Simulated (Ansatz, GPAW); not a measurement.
**A 7-layer slab of Cu(111): work function by functional and basis**

Aim: the work function of both faces of a 7-layer slab of Cu(111), and its spread over functionals and bases.

Method: Ansatz plane waves; slab in vacuum with a dipole correction, relaxation, in the first sound run; inputs show where later runs differ, in GPAW 26.7.0 and Ansatz 0.2.0.

This is a report of a sequence of runs, with most program output left out.

## (1) The starting structure

The cell holds 7 atoms: 7 Cu. Cell: a = 2.553 Å, b = 2.553 Å, c = 30.505 Å, α = 90.0°, β = 90.0°, γ = 60.0°. Vacuum lies along c.

## (2) Relaxing the atoms

Forces are removed first; all later runs use this geometry. The lowest 3 atoms are held at bulk positions and keep their forces.

Input file input.yaml:

```yaml
crystal:
  lattice:
    - [2.5526554801, 0.0, 0.0]
    - [1.27632774, 2.2106644929, 0.0]
    - [0.0, 0.0, 30.5054068306]
  atoms:
    - { symbol: Cu, position: [0.0, 0.0, 0.2950296664] }
    - { symbol: Cu, position: [0.3333333333, 0.3333333333, 0.3633531109] }
    - { symbol: Cu, position: [0.6666666667, 0.6666666667, 0.4316765555] }
    - { symbol: Cu, position: [0.0, 0.0, 0.5] }
    - { symbol: Cu, position: [0.3333333333, 0.3333333333, 0.5683234445] }
    - { symbol: Cu, position: [0.6666666667, 0.6666666667, 0.6366468891] }
    - { symbol: Cu, position: [0.0, 0.0, 0.7049703336] }
kpoints:
  mp_grid: { grid: [14, 14, 1] }
hamiltonian:
  xc: pbe
scf:
  occupations: { method: fermi_dirac, width: 0.1 }
efield:
  axis: 3
  dipole_correction: true
  ramp_width: 0.05
relax:
  f_tol: 0.02
  max_steps: 60
  constraints: [{ sites: [0, 1, 2] }]
output:
  write_potential: true
  write_density: true
  volumetric_format: npy
```

Launch:

```sh
> ansatz run input.yaml --threads 4 --pin off --max-ram 8192MiB --backend cpu --events-out ev --progress --plain --runs-dir out
```

Wall time 27 s (4 threads of Arm Neoverse V1, shared host); peak memory 0.71 GiB.

The steps of the relaxation:

```tsv
step	energy less that of the first step (eV)	largest force component (eV/Å)
1	0.0000	0.0314
2	-0.0008	0.0186
3	-0.0013	0.0005
```

The run keeps the 6 symmetry operations that it works with, so distortions that break them were not tested.

The atoms that moved most (Å):

```tsv
atom	dx	dy	dz	length
Cu7	0.000	0.000	0.043	0.043
Cu6	0.000	0.000	0.040	0.040
Cu5	0.000	0.000	0.032	0.032
Cu4	0.000	0.000	0.016	0.016
```

This step gave:

```yaml
free_energy: -46375.3078 eV
smearing_term_ts: 0.08680 eV
symmetry_operations: 6
upper_work_function: 4.823 eV
lower_work_function: 4.823 eV
dipole_along_the_normal: -7.30e-6 e·Å
dipole_field: -7.67e-6 V/Å
vacuum_level_above: 10.39 eV
vacuum_level_below: 10.39 eV
```

The electrostatic potential energy of an electron (with the applied field's), less the Fermi level, planar mean oscillates, so the rows of the table below give means over windows of 2.12 Å about each position, cut where the curve ends. Its maxima inside the range that stand out by 2 % of the span (Å: eV): 10.0: 0.0169, 12.1: 0.0167, 14.3: 0.0745, 16.4: 0.0215, 18.4: -6.8e-5, 20.5: 0.0165. Its minima: 9.0: -17.2, 11.0: -17.3, 13.1: -17.4, 15.3: -17.5, 17.4: -17.4, 19.5: -17.5, 21.6: -17.2.

Electrostatic potential energy of an electron (with the applied field's), less the Fermi level, planar mean against z; means over each step:

```tsv
z (Å)	electrostatic potential energy of an electron (with the applied field's), less the Fermi level, planar mean (eV)
1.06	4.82
3.18	4.82
5.30	4.81
7.42	2.52
9.54	-8.71
11.66	-8.84
13.78	-8.71
15.90	-8.73
18.02	-8.78
20.14	-8.83
22.26	-5.48
24.38	4.74
26.50	4.82
28.62	4.82
```

The valence density, planar mean oscillates, so the rows of the table below give means over windows of 2.12 Å about each position, cut where the curve ends. Its maxima inside the range that stand out by 2 % of the span (Å: e/Å³): 9.0: 4.66, 11.0: 4.54, 13.1: 4.68, 15.3: 4.71, 17.4: 4.72, 19.5: 4.69, 21.6: 4.59. Its minima: 10.0: 0.243, 12.1: 0.246, 14.3: 0.242, 16.4: 0.243, 18.4: 0.245, 20.5: 0.242.

Table of valence density, planar mean by z; means over each step:

z (Å), valence density, planar mean (e/Å³) and a bar:
```
     5.30       0.00 
     7.42       0.10 ##
     9.54       1.60 ##############################
    11.66       1.61 ##############################
    13.78       1.60 ##############################
    15.90       1.60 ##############################
    18.02       1.61 ##############################
    20.14       1.62 ##############################
    22.26       1.37 #########################
    24.38       0.00 
    26.50       0.00
```

The relaxation lowered the energy of the cell by 0.00127 eV.

## (3) Plane waves, PBE

The work function is the vacuum plateau of the electrostatic potential less the Fermi level; a dipole layer lets the two faces have plateaus of their own.

This step: GPAW, PAW setups; slab in vacuum (GPAW 26.7.0).

Input file run.py:

```python
import json
import numpy as np
from ase import Atoms
from gpaw import GPAW, PW

slab = Atoms(
    ['Cu', 'Cu', 'Cu', 'Cu', 'Cu', 'Cu', 'Cu'],
    positions=[
        [0.00000, 0.00000, 9.00000],
        [1.27633, 0.73689, 11.08423],
        [2.55266, 1.47378, 13.16847],
        [-0.00000, -0.00000, 15.26878],
        [1.27633, 0.73689, 17.36869],
        [2.55266, 1.47378, 19.46085],
        [-0.00000, -0.00000, 21.54881]],
    cell=[[2.55266, 0.0, 0.0], [1.27633, 2.21066, 0.0], [0.0, 0.0, 30.50541]],
    pbc=[True, True, False])

slab.calc = GPAW(mode=PW(400), xc='PBE', kpts={'size': (14, 14, 1), 'gamma': True},
                 occupations={'name': 'fermi-dirac', 'width': 0.1}, nbands='140%',
                 convergence={'density': 1e-05}, maxiter=200,
                 poissonsolver={'dipolelayer': 'xy'},
                 symmetry={'tolerance': 1e-3}, txt='slab.txt')
result = {}
energy = slab.get_potential_energy()
fermi = slab.calc.get_fermi_level()
v = slab.calc.get_electrostatic_potential().mean((0, 1)) - fermi
n = slab.calc.get_pseudo_density().mean((0, 1))
L = slab.cell[2, 2]
z = np.arange(len(v)) * L / len(v)
low, high = slab.positions[:, 2].min(), slab.positions[:, 2].max()
below, above = np.interp([low - 6.8, high + 6.8], z, v)
slopes = [np.interp(x, z, np.gradient(v, z)) for x in (low - 6.8, high + 6.8)]
eps = np.array([[slab.calc.get_eigenvalues(k, s) for k in range(len(slab.calc.get_ibz_k_points()))]
                for s in range(slab.calc.get_number_of_spins())]) - fermi
top, bottom = eps[eps < 0].max(), eps[eps > 0].min()
dipole = slab.get_dipole_moment()[2]
print(f'energy {energy:.4f} eV, Fermi level {fermi:.4f} eV, dipole {dipole:.5f} e A')
print(f'potential 6.8 A off the faces, from the Fermi level: lower {below:.4f} eV, upper {above:.4f} eV')
print(f'slope of the potential there: lower {slopes[0]:.5f}, upper {slopes[1]:.5f} eV/A')
print(f'nearest levels on the mesh: {top:.4f} and {bottom:.4f} eV')
print('magnetic moment', round(slab.get_magnetic_moment(), 3))
result.update(energy=energy, fermi=fermi, dipole=dipole, below=below, above=above, slopes=slopes, edges=[top, bottom],
              z=z.tolist(), v=v.tolist(), n=n.tolist(), positions=slab.positions.tolist(),
              forces=slab.get_forces(apply_constraint=False).tolist(), moments=slab.get_magnetic_moments().tolist())
json.dump(result, open('result.json', 'w'))
```

Launch:

```sh
> OMP_NUM_THREADS=1 OPENBLAS_NUM_THREADS=1 python run.py
```

Wall time 4.1 min (1 thread); peak memory 0.24 GiB.

Numbers from this step:

```yaml
dipole_along_the_normal: 0.001058 e·Å
levels_nearest_the_fermi_level_on_the_mesh: -0.03130, 0.04207 eV from the Fermi level
upper_work_function: 4.810 eV
lower_work_function: 4.808 eV
```

The electrostatic potential energy of an electron (without an applied field's), less the Fermi level, planar mean oscillates, so the rows of the table below give means over windows of 2.12 Å about each position, cut where the curve ends. Its maxima inside the range that stand out by 2 % of the span (Å: eV): 10.1: -0.0124, 12.1: -0.0410, 14.2: 0.108, 16.3: 0.118, 18.4: 0.0676, 20.5: 0.00355. Its minima: 9.0: -18.9, 11.1: -19.0, 13.1: -19.0, 15.3: -19.1, 17.4: -19.1, 19.5: -19.1, 21.5: -18.8.

Table of electrostatic potential energy of an electron (without an applied field's), less the Fermi level, planar mean by z; means over each step:

```tsv
z (Å)	electrostatic potential energy of an electron (without an applied field's), less the Fermi level, planar mean (eV)
1.06	4.81
3.18	4.81
5.30	4.80
7.42	2.74
9.54	-7.97
11.66	-8.09
13.78	-7.98
15.90	-8.00
18.02	-8.04
20.14	-8.10
22.26	-5.18
24.38	4.73
26.50	4.81
28.62	4.81
```

The pseudo valence density, planar mean oscillates, so the rows of the table below give means over windows of 2.12 Å about each position, cut where the curve ends. Its maxima inside the range that stand out by 2 % of the span (Å: e/Å³): 8.9: 2.25, 11.0: 2.35, 13.1: 2.41, 15.3: 2.43, 17.4: 2.43, 19.5: 2.42, 21.6: 2.37. Its minima: 10.0: 0.248, 12.1: 0.245, 14.2: 0.237, 16.3: 0.237, 18.4: 0.240, 20.5: 0.241.

Pseudo valence density, planar mean against z; means over each step:

z (Å), pseudo valence density, planar mean (e/Å³) and a bar:
```
     3.18       0.00 
     5.30       0.00 
     7.42       0.09 ###
     9.54       0.93 ##############################
    11.66       0.93 ##############################
    13.78       0.93 ##############################
    15.90       0.93 ##############################
    18.02       0.93 ##############################
    20.14       0.94 ##############################
    22.26       0.76 ########################
    24.38       0.00 
    26.50       0.00
```

Force by atom:

```tsv
atom	x (eV/Å)	y (eV/Å)	z (eV/Å)	size
Cu1	0.0000	0.0000	-0.0670	0.0670
Cu2	0.0000	0.0000	-0.0155	0.0155
Cu3	0.0000	0.0000	0.0337	0.0337
Cu4	0.0000	0.0000	0.0006	0.0006
Cu5	0.0000	0.0000	0.0008	0.0008
Cu6	0.0000	0.0000	-0.0020	0.0020
Cu7	0.0000	0.0000	0.0531	0.0531
```

The potential is flat to 3.5e-4 eV/Å where it is read, so the vacuum is wide enough. The geometry is the other program's minimum; here the largest force on a free atom is 0.053 eV/Å.

## (4) OptPBE vdW: xc = "optPBE-vdW"

The same geometry under optPBE-vdW, to see how far the functional moves the levels against the vacuum (the van der Waals functionals take revPBE setups).

Edit run.py of step 3 so:

```diff
@@ -18,3 +18,3 @@
 
-slab.calc = GPAW(mode=PW(400), xc='PBE', kpts={'size': (14, 14, 1), 'gamma': True},
+slab.calc = GPAW(mode=PW(400), xc='optPBE-vdW', kpts={'size': (14, 14, 1), 'gamma': True},
                  occupations={'name': 'fermi-dirac', 'width': 0.1}, nbands='140%',
```

It took 3.2 min on 1 thread; peak memory 0.35 GiB.

This step gave:

* dipole along the normal: 0.001053 e·Å
* levels nearest the Fermi level on the mesh: -0.04062, 0.06498 eV from the Fermi level
* upper work function: 4.949 eV
* lower work function: 4.947 eV

The electrostatic potential energy of an electron (without an applied field's), less the Fermi level, planar mean oscillates, so the rows of the table below give means over windows of 2.12 Å about each position, cut where the curve ends. Its maxima inside the range that stand out by 2 % of the span (Å: eV): 10.1: -0.157, 12.1: -0.175, 14.2: -0.0255, 16.3: -0.0155, 18.4: -0.0678, 20.5: -0.142. Its minima: 9.0: -18.9, 11.1: -19.0, 13.1: -18.9, 15.3: -19.0, 17.4: -19.0, 19.5: -19.0, 21.5: -18.7.

The electrostatic potential energy of an electron (without an applied field's), less the Fermi level, planar mean by z; means over each step:

z (Å), electrostatic potential energy of an electron (without an applied field's), less the Fermi level, planar mean (eV) and a bar from the least value:
```
     1.06        4.9 ##############################
     3.18        4.9 ##############################
     5.30        4.9 ##############################
     7.42        2.8 #########################
     9.54       -8.0 
    11.66       -8.1 
    13.78       -8.0 
    15.90       -8.0 
    18.02       -8.1 
    20.14       -8.1 
    22.26       -5.1 #######
    24.38        4.8 ##############################
    26.50        4.9 ##############################
    28.62        4.9 ##############################
```

The pseudo valence density, planar mean oscillates, so the rows of the table below give means over windows of 2.12 Å about each position, cut where the curve ends. Its maxima inside the range that stand out by 2 % of the span (Å: e/Å³): 8.9: 2.26, 11.0: 2.36, 13.1: 2.42, 15.3: 2.44, 17.4: 2.44, 19.5: 2.43, 21.6: 2.38. Its minima: 10.0: 0.243, 12.1: 0.240, 14.2: 0.233, 16.3: 0.232, 18.4: 0.235, 20.5: 0.236.

The pseudo valence density, planar mean by z; means over each step:

```tsv
z (Å)	pseudo valence density, planar mean (e/Å³)
3.18	3.0e-6
5.30	4.1e-4
7.42	0.0883
9.54	0.929
11.66	0.933
13.78	0.928
15.90	0.928
18.02	0.933
20.14	0.936
22.26	0.758
24.38	0.00329
26.50	2.2e-5
```

Force by atom:

```tsv
atom	x (eV/Å)	y (eV/Å)	z (eV/Å)	size
Cu1	0.000	0.000	-0.321	0.321
Cu2	0.000	0.000	-0.001	0.001
Cu3	0.000	0.000	0.040	0.040
Cu4	0.000	0.000	0.000	0.000
Cu5	0.000	0.000	-0.003	0.003
Cu6	0.000	0.000	-0.017	0.017
Cu7	0.000	0.000	0.307	0.307
```

The upper face's work function is 4.949 eV, against 4.810 eV in the first plane-wave PBE run at this geometry.

## (5) Self-consistent run: xc = "vdW-DF2"

The same geometry under vdW-DF2, to see how far the functional moves the levels against the vacuum (the van der Waals functionals take revPBE setups).

Edit run.py of step 4 so:

```diff
@@ -18,3 +18,3 @@
 
-slab.calc = GPAW(mode=PW(400), xc='optPBE-vdW', kpts={'size': (14, 14, 1), 'gamma': True},
+slab.calc = GPAW(mode=PW(400), xc='vdW-DF2', kpts={'size': (14, 14, 1), 'gamma': True},
                  occupations={'name': 'fermi-dirac', 'width': 0.1}, nbands='140%',
```

The job ended after 4.1 min (1 thread; peak memory 0.35 GiB).

Numbers from this step:

```yaml
dipole_along_the_normal: 9.28e-4 e·Å
levels_nearest_the_fermi_level_on_the_mesh: -0.04408, 0.09168 eV from the Fermi level
upper_work_function: 5.120 eV
lower_work_function: 5.115 eV
```

The electrostatic potential energy of an electron (without an applied field's), less the Fermi level, planar mean oscillates, so the rows of the table below give means over windows of 2.12 Å about each position, cut where the curve ends. Its maxima inside the range that stand out by 2 % of the span (Å: eV): 10.1: -0.347, 12.1: -0.369, 14.2: -0.217, 16.3: -0.207, 18.4: -0.262, 20.5: -0.330. Its minima: 9.0: -18.9, 11.1: -19.0, 13.1: -19.0, 15.3: -19.1, 17.4: -19.1, 19.5: -19.1, 21.5: -18.7.

Table of electrostatic potential energy of an electron (without an applied field's), less the Fermi level, planar mean by z; means over each step:

```tsv
z (Å)	electrostatic potential energy of an electron (without an applied field's), less the Fermi level, planar mean (eV)
1.06	5.12
3.18	5.11
5.30	5.10
7.42	2.92
9.54	-8.10
11.66	-8.26
13.78	-8.15
15.90	-8.16
18.02	-8.21
20.14	-8.27
22.26	-5.10
24.38	5.01
26.50	5.12
28.62	5.12
```

The upper face's work function is 5.120 eV, against 4.810 eV in the first plane-wave PBE run at this geometry.

## (6) Self-consistent run: xc = "RPBE"

The same geometry under RPBE, to see how far the functional moves the levels against the vacuum.

Edit run.py of step 5 so:

```diff
@@ -18,3 +18,3 @@
 
-slab.calc = GPAW(mode=PW(400), xc='vdW-DF2', kpts={'size': (14, 14, 1), 'gamma': True},
+slab.calc = GPAW(mode=PW(400), xc='RPBE', kpts={'size': (14, 14, 1), 'gamma': True},
                  occupations={'name': 'fermi-dirac', 'width': 0.1}, nbands='140%',
```

Wall time 3.8 min (1 thread); peak memory 0.24 GiB.

This step gave:

```yaml
dipole_along_the_normal: 0.001058 e·Å
levels_nearest_the_fermi_level_on_the_mesh: -0.03252, 0.03953 eV from the Fermi level
upper_work_function: 4.635 eV
lower_work_function: 4.633 eV
```

The upper face's work function is 4.635 eV, against 4.810 eV in the first plane-wave PBE run at this geometry.

## (7) Self-consistent run: xc = "revPBE"

The same geometry under revPBE, to see how far the functional moves the levels against the vacuum.

Edit run.py of step 6 so:

```diff
@@ -18,3 +18,3 @@
 
-slab.calc = GPAW(mode=PW(400), xc='RPBE', kpts={'size': (14, 14, 1), 'gamma': True},
+slab.calc = GPAW(mode=PW(400), xc='revPBE', kpts={'size': (14, 14, 1), 'gamma': True},
                  occupations={'name': 'fermi-dirac', 'width': 0.1}, nbands='140%',
```

Elapsed: 3.4 min, on 1 thread; peak memory 0.24 GiB.

Numbers from this step:

- dipole along the normal: 0.001053 e·Å
- levels nearest the Fermi level on the mesh: -0.03243, 0.03991 eV from the Fermi level
- upper work function: 4.657 eV
- lower work function: 4.655 eV

The upper face's work function is 4.657 eV, against 4.810 eV in the first plane-wave PBE run at this geometry.

## (8) Self-consistent run: xc = "LDA"

The same geometry under LDA, to see how far the functional moves the levels against the vacuum.

Edit run.py of step 7 so:

```diff
@@ -18,3 +18,3 @@
 
-slab.calc = GPAW(mode=PW(400), xc='revPBE', kpts={'size': (14, 14, 1), 'gamma': True},
+slab.calc = GPAW(mode=PW(400), xc='LDA', kpts={'size': (14, 14, 1), 'gamma': True},
                  occupations={'name': 'fermi-dirac', 'width': 0.1}, nbands='140%',
```

Wall time 3 min (1 thread); peak memory 0.24 GiB.

This step gave:

* dipole along the normal: 0.001040 e·Å
* levels nearest the Fermi level on the mesh: -0.03406, 0.04780 eV from the Fermi level
* upper work function: 5.168 eV
* lower work function: 5.166 eV

The electrostatic potential energy of an electron (without an applied field's), less the Fermi level, planar mean oscillates, so the rows of the table below give means over windows of 2.12 Å about each position, cut where the curve ends. Its maxima inside the range that stand out by 2 % of the span (Å: eV): 10.1: 0.463, 12.1: 0.431, 14.2: 0.578, 16.3: 0.588, 18.4: 0.538, 20.5: 0.477. Its minima: 9.0: -18.6, 11.1: -18.6, 13.1: -18.6, 15.3: -18.7, 17.4: -18.7, 19.5: -18.7, 21.5: -18.4.

Electrostatic potential energy of an electron (without an applied field's), less the Fermi level, planar mean against z; means over each step:

```tsv
z (Å)	electrostatic potential energy of an electron (without an applied field's), less the Fermi level, planar mean (eV)
1.06	5.17
3.18	5.17
5.30	5.16
7.42	3.13
9.54	-7.53
11.66	-7.64
13.78	-7.53
15.90	-7.55
18.02	-7.59
20.14	-7.65
22.26	-4.78
24.38	5.09
26.50	5.17
28.62	5.17
```

The upper face's work function is 5.168 eV, against 4.810 eV in the first plane-wave PBE run at this geometry.

## (9) Real-space grid: mode = "fd"

A real-space grid is a second complete basis, so it checks the plane-wave result.

Edit run.py of step 8 so:

```diff
@@ -3,3 +3,3 @@
 from ase import Atoms
-from gpaw import GPAW, PW
+from gpaw import GPAW
 
@@ -18,3 +18,3 @@
 
-slab.calc = GPAW(mode=PW(400), xc='LDA', kpts={'size': (14, 14, 1), 'gamma': True},
+slab.calc = GPAW(mode='fd', h=0.18, xc='PBE', kpts={'size': (14, 14, 1), 'gamma': True},
                  occupations={'name': 'fermi-dirac', 'width': 0.1}, nbands='140%',
```

It took 13 min on 1 thread; peak memory 0.9 GiB.

Numbers from this step:

```yaml
dipole_along_the_normal: 0.001109 e·Å
levels_nearest_the_fermi_level_on_the_mesh: -0.03420, 0.04223 eV from the Fermi level
upper_work_function: 4.799 eV
lower_work_function: 4.796 eV
```

The electrostatic potential energy of an electron (without an applied field's), less the Fermi level, planar mean oscillates, so the rows of the table below give means over windows of 2.09 Å about each position, cut where the curve ends. Its maxima inside the range that stand out by 2 % of the span (Å: eV): 10.1: -0.0366, 12.2: -0.0153, 14.3: 0.0924, 16.3: 0.107, 18.4: 0.0668, 20.5: 0.0295. Its minima: 9.0: -18.9, 11.1: -19.1, 13.2: -19.1, 15.3: -19.1, 17.4: -18.8, 19.4: -19.0, 21.6: -18.7.

The electrostatic potential energy of an electron (without an applied field's), less the Fermi level, planar mean by z; means over each step:

```tsv
z (Å)	electrostatic potential energy of an electron (without an applied field's), less the Fermi level, planar mean (eV)
1.04	4.80
3.13	4.80
5.22	4.79
7.31	3.27
9.40	-7.93
11.49	-8.09
13.58	-7.96
15.67	-8.01
17.77	-7.98
19.85	-8.08
21.95	-6.93
24.03	4.60
26.12	4.80
28.21	4.80
30.30	4.80
```

The upper face's work function is 4.799 eV, against 4.810 eV in the first plane-wave PBE run at this geometry.

(Continued in part 2 of 2.)

[Logs are printed without paths, hosts, clocks, repeated set-up lines and the standing remarks that a program may print on its own settings, such as how far it seeks lower states.]

[Hosts, paths, dates, database ids (printed as entryN), source tags and the programs' standing remarks are cut or masked in the printed files.]
